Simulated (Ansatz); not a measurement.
## TaSnO3 (Pm-3m): following an unstable mode

Aim: this structure of TaSnO3 (Pm-3m) is to be tested for unstable modes, and one is followed downhill.

Method: DFT PBEsol, scalar-relativistic, plane waves, PAW; PAW set soft_1, in Ansatz 0.2.0.

## (1) Set-up

The structure is cubic, space group Pm-3m (No. 221). The conventional cell has a = 4.024 Å, b = 4.024 Å, c = 4.024 Å, α = 90.00°, β = 90.00°, γ = 90.00°. Nearest to Ta lie 6 O at 2.01 Å. Nearest to Sn lie 12 O at 2.85 Å. O has 2 Ta at 2.01 Å nearest. Farther neighbours and most contacts between anions are not listed.

Structure file:

```cif
data_structure
_symmetry_space_group_name_H-M 'Pm-3m'
_symmetry_Int_Tables_number 221
_cell_length_a 4.0242
_cell_length_b 4.0242
_cell_length_c 4.0242
_cell_angle_alpha 90.000
_cell_angle_beta 90.000
_cell_angle_gamma 90.000
_cell_volume 65.17
loop_
_atom_site_label
_atom_site_type_symbol
_atom_site_symmetry_multiplicity
_atom_site_Wyckoff_symbol
_atom_site_fract_x
_atom_site_fract_y
_atom_site_fract_z
_atom_site_occupancy
Ta1 Ta 1 b 0.50000 0.50000 0.50000 1
Sn1 Sn 1 a 0.00000 0.00000 0.00000 1
O1 O 3 c 0.00000 0.50000 0.50000 1
```

## (2) Response at finite wavevector

The cell comes from relaxations at this level that are not shown. Stability and thermal properties need the whole zone. Linear response on a 4×4×4 q mesh gives force constants as far as a supercell of that size would.

The input, input.yaml:

```yaml
crystal:
  lattice:
    - [4.0241795564, 0.0, 0.0]
    - [0.0, 4.0241795564, 0.0]
    - [0.0, 0.0, 4.0241795564]
  atoms:
    - { symbol: Ta, position: [0.5, 0.5, 0.5] }
    - { symbol: Sn, position: [0.0, 0.0, 0.0] }
    - { symbol: O, position: [0.0, 0.5, 0.5] }
    - { symbol: O, position: [0.5, 0.0, 0.5] }
    - { symbol: O, position: [0.5, 0.5, 0.0] }
kpoints:
  mp_grid: { grid: [12, 12, 12] }
hamiltonian:
  xc: pbesol
  pseudopotentials: { kind: paw, azcp: { folder: soft_1 }, xc_functional: pbe }
scf:
  occupations: { method: methfessel_paxton, width: 0.2 }
output:
  eigenvalues: true
phonons:
  method: dfpt
  qmesh: [4, 4, 4]
  temperatures: { t_max: 1000, t_step: 50 }
  qpath:
    path:
      - [[0.0, 0.0, 0.0], [0.0, 0.5, 0.0], [0.5, 0.5, 0.0], [0.0, 0.0, 0.0], [0.5, 0.5, 0.5], [0.0, 0.5, 0.0]]
      - [[0.5, 0.5, 0.5], [0.5, 0.5, 0.0]]
    npoints: 10
```

The run is started by

```
ansatz run input.yaml --threads 4 --pin off --max-ram 10240MiB --backend cpu --events-out ev --progress --plain --runs-dir out
```

Numbers of over 12 decimals in the logs are rounded to 6 here.

Log:

```text
Engine: ansatz 0.2.0, aarch64-unknown-linux-gnu
Pseudopotentials: kind: paw
Pseudopotential: Ta, paw, valence charge 13, recommended cutoff 420 eV (normal), soft_1/Ta.paw.azcp
Pseudopotential: Sn, paw, valence charge 14, recommended cutoff 420 eV (normal), soft_1/Sn.paw.azcp
Pseudopotential: O, paw, valence charge 6, recommended cutoff 420 eV (normal), soft_1/O.paw.azcp
Functional definition: PBEsol
  exchange = pbesol_x
  correlation = pbesol_c
Crystal: 5 atoms, lattice volume = 65.168 Å³
Basis set: ecut = 420 eV, 1309 PW (Γ), exchange–correlation on 54×54×54 points (8 copies of the dense FFT grid, shifted against one another)
Bands: 28, of which v1, the nominal top of the filled ones, is band 23 counted from 1 (22 counted from 0)
Symmetry: 48 space group operations
k-points: 84 of 1728
Non-local potential: Ta, projectors of the file, l = 0: 3, l = 1: 2, l = 2: 2, l = 3: 1
Non-local potential: Sn, projectors of the file, l = 0: 2, l = 1: 2, l = 2: 2, l = 3: 1
Non-local potential: O, projectors of the file, l = 0: 2, l = 1: 2, l = 2: 1
PAW form: soft (Blöchl's): semilocal exchange-correlation on the pseudo side does not see the compensation charge
PAW frozen core: Ta, regenerated for the run's functional, and the local potential with it (the file was generated under x = pbe(κ = 0.804, μ = 0.219515), c = pbe(β = 0.066725))
PAW frozen core: Sn, regenerated for the run's functional, and the local potential with it (the file was generated under x = pbe(κ = 0.804, μ = 0.219515), c = pbe(β = 0.066725))
PAW frozen core: O, regenerated for the run's functional, and the local potential with it (the file was generated under x = pbe(κ = 0.804, μ = 0.219515), c = pbe(β = 0.066725))
PAW one-centre angular grid: Ta, 590 points (default); XC on 64 Gauss nodes
PAW one-centre angular grid: Sn, 590 points (default); XC on 64 Gauss nodes
PAW one-centre angular grid: O, 110 points (default); XC on 64 Gauss nodes
Initial density: superposition of atomic densities (chi_scale 0.1, normalization cell, long waves kept (reshape's long-wave potential 0.00 eV rms))
Initial wavefunctions: pseudopotential atomic-orbital guess
Functional: x = pbesol(κ = 0.804, μ = 0.123457), c = pbesol(β = 0.046)
SCF iter   1: F=—  HF=-17442.426475 eV  |F-HF|=—  |Δ(HF+E_count)|=         —  Δρ=4.77e-2  dr2=1.34e0  ethr=3.10e-3  ⟨swp⟩=5.3  Hψ=9627  notcnv=0
preconditioner: auto → Kerker (q_TF=auto, 2.565 Å⁻¹)  [metal: Δε(μ)=0.046 eV  Ē_g=14.801 eV  σ=0.200 eV  W_gap=0.19  n_scr=18 (ndim 8)  ℏωp=28.0 eV  f_vac=0.000  D(μ)=1.50/eV (n_scr^D=6)]
SCF iter   2: F=—  HF=-17442.280482 eV  |F-HF|=—  |Δ(HF+E_count)|=   1.46e-1  S|Δr|=    0.00e0  Δρ=2.56e-2  dr2=3.87e-1  ethr=2.98e-3  ⟨swp⟩=2.0  Hψ=3401  notcnv=0  defer=37
SCF iter   3: F=—  HF=-17442.239907 eV  |F-HF|=—  |Δ(HF+E_count)|=   4.06e-2  S|Δr|=    0.00e0  Δρ=1.31e-2  dr2=6.41e-2  ethr=8.59e-4  ⟨swp⟩=2.1  Hψ=3448  notcnv=0  defer=37
SCF iter   4: F=—  HF=-17442.228941 eV  |F-HF|=—  |Δ(HF+E_count)|=   1.10e-2  S|Δr|=    0.00e0  Δρ=2.69e-3  dr2=3.95e-3  ethr=1.42e-4  ⟨swp⟩=2.5  Hψ=4023  notcnv=0  defer=32
SCF iter   5: F=—  HF=-17442.229644 eV  |F-HF|=—  |Δ(HF+E_count)|=   7.03e-4  S|Δr|=    0.00e0  Δρ=6.87e-4  dr2=3.78e-4  ethr=8.78e-6  ⟨swp⟩=2.6  Hψ=3680  notcnv=0  defer=32
SCF iter   6: F=—  HF=-17442.229734 eV  |F-HF|=—  |Δ(HF+E_count)|=   8.93e-5  S|Δr|=    0.00e0  Δρ=2.12e-4  dr2=3.42e-5  ethr=8.40e-7  ⟨swp⟩=2.5  Hψ=3470  notcnv=0  defer=32
SCF iter   7: F=—  HF=-17442.229739 eV  |F-HF|=—  |Δ(HF+E_count)|=   5.12e-6  S|Δr|=    0.00e0  Δρ=6.09e-5  dr2=2.03e-6  ethr=7.59e-8  ⟨swp⟩=2.0  Hψ=3739  notcnv=0  defer=32
SCF iter   8: F=—  HF=-17442.229737 eV  |F-HF|=—  |Δ(HF+E_count)|=   2.26e-6  S|Δr|=    0.00e0  Δρ=1.50e-5  dr2=9.35e-8  ethr=4.51e-9  ⟨swp⟩=2.0  Hψ=3464  notcnv=0  defer=32
SCF iter   9: F=—  HF=-17442.229737 eV  |F-HF|=—  |Δ(HF+E_count)|=   3.11e-8  S|Δr|=    0.00e0  Δρ=2.83e-6  dr2=3.37e-9  ethr=2.08e-10  ⟨swp⟩=2.0  Hψ=3878  notcnv=0  defer=32
SCF iter  10: F=—  HF=-17442.229737 eV  |F-HF|=—  |Δ(HF+E_count)|=  9.09e-10  S|Δr|=    0.00e0  Δρ=3.04e-7  dr2=3.76e-11  ethr=7.50e-12  ⟨swp⟩=2.0  Hψ=3460  notcnv=0  defer=32
SCF iter  11: F=-17442.229737 eV  HF=-17442.229737 eV  |F-HF|=3.64e-12  |Δ(HF+E_count)|=  1.09e-11  S|Δr|=    0.00e0  Δρ=3.73e-8  dr2=7.15e-13  ethr=1.00e-12  ⟨swp⟩=7.6  Hψ=10189  notcnv=0
SCF 1 converged in 11 iterations: F = -17442.229737 eV  dr2 = 7.15e-13
  greatest PAW one-centre occupation: 0.999 electrons in one spin orbital (limit 2), on the Ta atom at site 0 (counted from 0), in its partial waves of l = 0
phonons: the bands overlap, so this run is a metal and interpolates without the dipole-dipole term. If the crystal is really an insulator or semiconductor, its LO-TO splitting is missing
NSCF: frozen V_eff on 84 k-points
NSCF: frozen V_eff on 343 k-points
DFPT response loops at q = (0, 0, 0) (fractional): preconditioner auto → Kerker (q_TF=auto, 2.565 Å⁻¹) (partly filled bands, converged f_vac=0.000); β = 1.00, the filter's whole step (`scf.mixing.beta` (0.50) is not read by the response loops under this deck's `scf.mixing.preconditioner`; to damp them name `kerker` or `kerker_dos`, under which they read `scf.mixing.beta`, and type it under 1.00, their step now; both keys bind the ground state too); Broyden in place of MSR1
NSCF: frozen V_eff on 1176 k-points
DFPT response loops at q = (0, 0, 0.25) (fractional): mixed as the last ones told, above
NSCF: frozen V_eff on 686 k-points
DFPT response loops at q = (0, 0, -0.5) (fractional): mixed as the last ones told, above
NSCF: frozen V_eff on 2016 k-points
DFPT response loops at q = (0, 0.25, 0.25) (fractional): mixed as the last ones told, above
NSCF: frozen V_eff on 1176 k-points
DFPT response loops at q = (0, 0.25, -0.5) (fractional): mixed as the last ones told, above
NSCF: frozen V_eff on 686 k-points
DFPT response loops at q = (0, -0.5, -0.5) (fractional): mixed as the last ones told, above
NSCF: frozen V_eff on 3456 k-points
DFPT response loops at q = (0.25, 0.25, 0.25) (fractional): mixed as the last ones told, above
NSCF: frozen V_eff on 2016 k-points
DFPT response loops at q = (0.25, 0.25, -0.5) (fractional): mixed as the last ones told, above
NSCF: frozen V_eff on 1176 k-points
DFPT response loops at q = (0.25, -0.5, -0.5) (fractional): mixed as the last ones told, above
NSCF: frozen V_eff on 686 k-points
DFPT response loops at q = (-0.5, -0.5, -0.5) (fractional): mixed as the last ones told, above
SCF converged after 11 iterations
Stability not checked: this state was not tested for a lower state beside it, because cold or Methfessel-Paxton smearing, or corrected tetrahedra, fill the levels in a way that the test cannot read (fill_not_monotonic; see scf.lower_state_search)
Free energy (F): -17442.229737 eV
Harris-Foulkes:  -17442.229737 eV  (|F-HF|=3.64e-12)
Internal energy: -17442.220704 eV  (E = F + TS)
E sigma→0 (E₀):  -17442.227479 eV
Entropy (-TS):   -0.009033 eV (-1.807 meV/atom)
Fermi energy:    13.743095 eV
--- Per-component energies (eV) ---
  E_band       = -215.213755
  E_kinetic    = 1059.618080
  E_local      = -2457.797111  (includes V_loc(G=0)·N_el)
  E_nonlocal   = 297.576063
  E_hartree    = 1011.825394
  E_xc         = -654.992172
  E_vxc        = -584.961946  (∫ρ·V_xc dr)
  E_paw        = -12944.979212  (= ΣΔE_a)
  E_vpaw       = -553.302308  (= ΣTr[D̂ρ^β])
  E_aug_tail   = 0.002663  (compensation charges beyond the density's cutoff)
  E_ewald      = -3754.078825
  E_core_change = 0.604416  (= ΣΔE_core)
  E_smearing   = -0.009033  (= −TS)
  E_closure    = -0.000000  (closes the sum)
  Σ components = -17442.229737   (vs F -17442.229737, Δ=0.00e0)
--- Band table (eV; the first three rows and the last of 84) ---
  k-point 0: bands = [... 19 lower, 9.3743, 9.3743, 9.3743, 12.9903, 12.9903, 12.9903, 17.1719, 17.1719, ... 1 higher]
  k-point 1: bands = [... 19 lower, 9.2000, 9.3470, 9.3470, 12.9959, 13.1845, 13.1845, 16.7157, 17.1210, ... 1 higher]
  k-point 2: bands = [... 19 lower, 9.0622, 9.3225, 9.3225, 13.0112, 13.6790, 13.6790, 15.8511, 16.9895, ... 1 higher]
  k-point 83: bands = [... 19 lower, 10.0415, 10.0415, 10.0415, 16.1275, 16.1275, 16.1275, 17.2395, 17.2395, ... 1 higher]
--- Phonons (Γ-DFPT): 4 representative perturbations + reference (Σ response iterations 12) ---
  ASR residual: 7.660e-4 → 0.000e0 eV/Å²; symmetrization residual: 5.323e-6 eV/Å²
  ASR residual per site (eV/Å²): 7.66e-4 2.52e-6 4.81e-4 4.81e-4 4.81e-4
  Γ frequencies (cm⁻¹): -33.44 -33.44 -33.44 0.00 0.00 0.00 259.79 259.79 259.79 269.31 269.31 269.31 557.76 557.76 557.76
--- Phonons (arbitrary-q DFPT): 10 irreducible q on the 4×4×4 mesh ---
  q = [0.0000, 0.0000, 0.0000] (star 1, of the zone-centre solve; hermiticity 5.95e-7, symmetrization 2.62e-12): -33.44 -33.44 -33.44 -0.00 -0.00 0.00 259.79 259.79 259.79 269.31 269.31 269.31 557.76 557.76 557.76
  q = [0.0000, 0.0000, 0.2500] (star 6, 9 solved perturbations in 4536 linear systems a pass and spin channel, the states on 588 of 1728 k-point pairs; hermiticity 4.10e-7, symmetrization 1.65e-13): -40.46 -40.46 -15.26 -15.26 28.67 128.07 210.02 210.02 245.99 245.99 246.82 259.59 525.56 525.56 594.04
  q = [0.0000, 0.0000, -0.5000] (star 3, 9 solved perturbations in 2646 linear systems a pass and spin channel, the states on 343 of 1728 k-point pairs; hermiticity 3.04e-7, symmetrization 4.42e-10): -25.19 -25.19 62.31 62.31 90.03 173.70 198.45 198.45 249.67 258.22 258.22 318.83 518.33 518.33 657.65
  q = [0.0000, 0.2500, 0.2500] (star 12, 9 solved perturbations in 7686 linear systems a pass and spin channel, the states on 1008 of 1728 k-point pairs; hermiticity 3.21e-7, symmetrization 4.88e-14): -55.97 -18.93 -13.80 46.97 116.56 140.74 192.77 198.14 203.22 244.62 258.28 280.19 506.59 588.13 599.81
  q = [0.0000, 0.2500, -0.5000] (star 12, 15 solved perturbations on 588 of 1728 k-point pairs; hermiticity 2.40e-7, symmetrization 4.72e-10): -26.20 -14.83 59.71 66.17 101.13 145.85 180.30 188.34 206.97 253.89 262.58 323.37 497.20 589.15 683.07
  q = [0.0000, -0.5000, -0.5000] (star 3, 9 solved perturbations in 2646 linear systems a pass and spin channel, the states on 343 of 1728 k-point pairs; hermiticity 3.81e-7, symmetrization 4.94e-10): -8.57 24.80 24.80 41.77 88.84 194.18 194.18 199.80 199.80 290.02 290.02 325.43 486.46 644.83 723.14
  q = [0.2500, 0.2500, 0.2500] (star 8, 4 solved perturbations in 4536 linear systems a pass and spin channel, the states on 1728 of 1728 k-point pairs; hermiticity 2.12e-7, symmetrization 1.41e-12): 9.36 9.36 36.89 116.19 116.19 147.21 183.16 198.75 198.75 268.09 268.09 298.78 594.93 594.93 611.56
  q = [0.2500, 0.2500, -0.5000] (star 12, 9 solved perturbations in 7686 linear systems a pass and spin channel, the states on 1008 of 1728 k-point pairs; hermiticity 2.42e-7, symmetrization 5.07e-10): -14.65 17.02 25.67 85.45 109.84 130.45 152.13 186.62 199.08 260.63 274.45 312.48 597.65 604.16 704.40
  q = [0.2500, -0.5000, -0.5000] (star 6, 9 solved perturbations in 4536 linear systems a pass and spin channel, the states on 588 of 1728 k-point pairs; hermiticity 4.20e-7, symmetrization 5.28e-10): -13.72 -13.34 23.33 23.33 109.42 109.42 150.61 194.52 194.52 283.92 283.92 296.28 613.03 658.81 748.36
  q = [-0.5000, -0.5000, -0.5000] (star 1, 4 solved perturbations in 931 linear systems a pass and spin channel, the states on 343 of 1728 k-point pairs; hermiticity 3.69e-7, symmetrization 5.05e-10): 24.78 24.78 24.78 36.35 36.35 36.35 187.55 187.55 187.55 271.13 271.13 271.13 672.12 672.12 787.09
  sum rule: each row above includes the acoustic sum rule's correction from the zone centre's row sums; it moved no ω² by more than (2.86 cm⁻¹)²
  mesh force constants: q→R imaginary residual 1.45e-18; ASR residual 7.660e-4 → 0.000e0 eV/Å²; symmetrization residual 2.132e-14 eV/Å²
  interpolated dispersion: 62 rows × 15 modes
  density of states and harmonic sums: on the 16×16×16 q-mesh, interpolated from the force constants of a 4×4×4 supercell (no non-analytic term)
  largest difference from the sums on the solved wave vectors: F 9.77e-2 eV, S 1.29e-4 and C_V 3.11e-5 eV/K
  zero-point energy: 0.220243 eV/cell   skipped modes (ω ≤ 0): 270, of them read as no rigid motion or as one in doubt: 267 (1.561e0 modes/cell left out, lowest -55.98 cm⁻¹)   left out of the sums: 1.04e-1 of the cell's modes: C_V's classical limit lies that fraction below 3 k_B per atom; for a crystal, a wire or a layer, F and S can be off by more, and a phonons.interpolated_qmesh denser along its periods is the remedy for the sampling
```

Elapsed: 47 min, on 4 threads of Arm Neoverse V1, shared host; peak memory 6.1 GiB.

The column dr2 measures how far the density is from self-consistency, as an energy; F and HF (Harris–Foulkes) agree once it is small.

This step gave:

| Property | Result |
| --- | --- |
| volume per atom | 13.03 Å³ |
| gap on the k-mesh | 0 eV |
| sum-rule residual before enforcement | 7.66e-4 eV/Å² |
| lowest frequency on the path | -57.08 cm⁻¹ |
| point group | m-3m |
| highest frequency on the path or at a solved wavevector | 787.1 cm⁻¹ |
| highest optical mode at the zone centre (no LO-TO term) | 557.8 cm⁻¹ |
| lowest optical zone-centre mode | -33.44 cm⁻¹ |
| lowest mode on the q mesh (acoustic modes at Γ apart) | -55.97 cm⁻¹ |

Frequencies (cm⁻¹) solved at each irreducible wavevector; negative means imaginary. Frequencies by wavevector, by row:

| q in reciprocal lattice units | star | mode 1 | mode 2 | mode 3 | mode 4 | mode 13 | mode 14 | mode 15 |
| --- | --- | --- | --- | --- | --- | --- | --- | --- |
| 0 0 0 | 1 | -33.4 | -33.4 | -33.4 | 0 | 557.8 | 557.8 | 557.8 |
| 0 0 0.25 | 6 | -40.5 | -40.5 | -15.3 | -15.3 | 525.6 | 525.6 | 594 |
| 0 0 -0.5 | 3 | -25.2 | -25.2 | 62.3 | 62.3 | 518.3 | 518.3 | 657.6 |
| 0 0.25 0.25 | 12 | -56 | -18.9 | -13.8 | 47 | 506.6 | 588.1 | 599.8 |
| 0 0.25 -0.5 | 12 | -26.2 | -14.8 | 59.7 | 66.2 | 497.2 | 589.1 | 683.1 |
| 0 -0.5 -0.5 | 3 | -8.6 | 24.8 | 24.8 | 41.8 | 486.5 | 644.8 | 723.1 |
| 0.25 0.25 0.25 | 8 | 9.4 | 9.4 | 36.9 | 116.2 | 594.9 | 594.9 | 611.6 |
| 0.25 0.25 -0.5 | 12 | -14.7 | 17 | 25.7 | 85.5 | 597.6 | 604.2 | 704.4 |
| 0.25 -0.5 -0.5 | 6 | -13.7 | -13.3 | 23.3 | 23.3 | 613 | 658.8 | 748.4 |
| -0.5 -0.5 -0.5 | 1 | 24.8 | 24.8 | 24.8 | 36.4 | 672.1 | 672.1 | 787.1 |

Interpolated from a 4×4×4 q mesh. Phonon branches along the path, in cm⁻¹:

| point | branch 1 | branch 2 | branch 3 | branch 4 | branch 12 | branch 13 | branch 14 | branch 15 |
| --- | --- | --- | --- | --- | --- | --- | --- | --- |
| Γ | -33 | -33 | -33 | 0 | 269 | 558 | 558 | 558 |
| halfway | -40 | -40 | -15 | -15 | 260 | 526 | 526 | 594 |
| X | -25 | -25 | 62 | 62 | 319 | 518 | 518 | 658 |
| halfway | -26 | -15 | 60 | 66 | 323 | 497 | 589 | 683 |
| M | -9 | 25 | 25 | 42 | 325 | 486 | 645 | 723 |
| halfway | -56 | -19 | -14 | 47 | 280 | 507 | 588 | 600 |
| Γ | -33 | -33 | -33 | 0 | 269 | 558 | 558 | 558 |
| halfway | 9 | 9 | 37 | 116 | 299 | 595 | 595 | 612 |
| R | 25 | 25 | 25 | 36 | 271 | 672 | 672 | 787 |
| halfway | -15 | 17 | 26 | 85 | 312 | 598 | 604 | 704 |
| X | -25 | -25 | 62 | 62 | 319 | 518 | 518 | 658 |
| jump to R | 25 | 25 | 25 | 36 | 271 | 672 | 672 | 787 |
| halfway | -14 | -13 | 23 | 23 | 296 | 613 | 659 | 748 |
| M | -9 | 25 | 25 | 42 | 325 | 486 | 645 | 723 |

Symmetry leaves 10 wavevectors to solve. The lowest mode among them, the acoustic zeros apart, lies at q = (0, 0.25, 0.25) and is imaginary, 56.0i cm⁻¹, so the energy falls along it.

## (3) The mode frozen in, largest atomic shift 0 Å

The mode followed lies at q = (0, 0, -0.5) with frequency 25.2i cm⁻¹ and is 2-fold degenerate, one of the unstable modes though not the softest. At small amplitude the distorted cell has space group no. 51 by a symmetry search on the positions. The undistorted cell that holds it gives the zero of energy on the same k mesh.

System of this step: TaSnO3. Symmetry: Pm-3m, No. 221, cubic system. Conventional cell: a = 4.024 Å, b = 4.024 Å, c = 4.024 Å, α = 90.00°, β = 90.00°, γ = 90.00°. Nearest to Ta lie 6 O at 2.01 Å. Sn has 12 O at 2.85 Å nearest. Nearest to O lie 2 Ta at 2.01 Å. O has 2 Ta at 2.01 Å nearest. Farther neighbours and most contacts between anions are not listed.

The input, input.yaml:

```yaml
crystal:
  lattice:
    - [4.0241795564, 0.0, 0.0]
    - [0.0, 4.0241795564, 0.0]
    - [0.0, 0.0, 8.0483591128]
  atoms:
    - { symbol: Ta, position: [0.5, 0.5, 0.25] }
    - { symbol: Ta, position: [0.5, 0.5, 0.75] }
    - { symbol: Sn, position: [0.0, 0.0, 0.0] }
    - { symbol: Sn, position: [0.0, 0.0, 0.5] }
    - { symbol: O, position: [0.0, 0.5, 0.25] }
    - { symbol: O, position: [0.0, 0.5, 0.75] }
    - { symbol: O, position: [0.5, 0.0, 0.25] }
    - { symbol: O, position: [0.5, 0.0, 0.75] }
    - { symbol: O, position: [0.5, 0.5, 0.0] }
    - { symbol: O, position: [0.5, 0.5, 0.5] }
kpoints:
  mp_grid: { grid: [10, 10, 6] }
hamiltonian:
  xc: pbesol
  pseudopotentials: { kind: paw, azcp: { folder: soft_1 }, xc_functional: pbe }
scf:
  occupations: { method: methfessel_paxton, width: 0.2 }
output:
  forces: true
  stress: true
  eigenvalues: true
```

Log:

```text
[...]
Crystal: 10 atoms, lattice volume = 130.335 Å³
Basis set: ecut = 420 eV, 2547 PW (Γ), exchange–correlation on 54×54×108 points (8 copies of the dense FFT grid, shifted against one another)
Bands: 55, of which v1, the nominal top of the filled ones, is band 45 counted from 1 (44 counted from 0)
Symmetry: 32 space group operations
[...]
k-points: 84 of 600
[...]
k-point 0: bands = [... 41 lower, 9.3625, 9.3705, 10.9276, 12.9178, 12.9708, 12.9743, 12.9743, 13.0556, ... 6 higher]
  k-point 1: bands = [... 41 lower, 9.3481, 9.3481, 10.6232, 12.9764, 13.0498, 13.1691, 13.1691, 13.2712, ... 6 higher]
  k-point 2: bands = [... 41 lower, 9.3314, 9.3314, 10.0216, 12.9917, 13.0340, 13.6646, 13.6646, 14.0258, ... 6 higher]
  k-point 83: bands = [... 41 lower, 9.4109, 10.0326, 10.0326, 15.1298, 15.1298, 15.1298, 15.1298, 15.6894, ... 6 higher]
[key lines of the parts left out:]
SCF converged after 8 iterations
Free energy (F): -34884.469590 eV
Fermi energy:    13.745773 eV
P = ⅓ Tr σ = -0.0325 GPa (-0.325 kbar)
```

It took 10 s on 4 threads; peak memory 0.77 GiB; 40 s of CPU time.

This step gave:

```yaml
pressure: -0.03245 GPa
energy_from_the_undistorted_cell: 0 meV/atom
```

The run ends at a pressure of -0.03 GPa.

(Part 1 of 3 ends here.)

[Logs are printed without paths, hosts, clocks, repeated set-up lines and the standing remarks that a program may print on its own settings, such as how far it seeks lower states.]

[Hosts, paths, dates, database ids (printed as entryN), source tags and the programs' standing remarks are cut or masked in the printed files.]
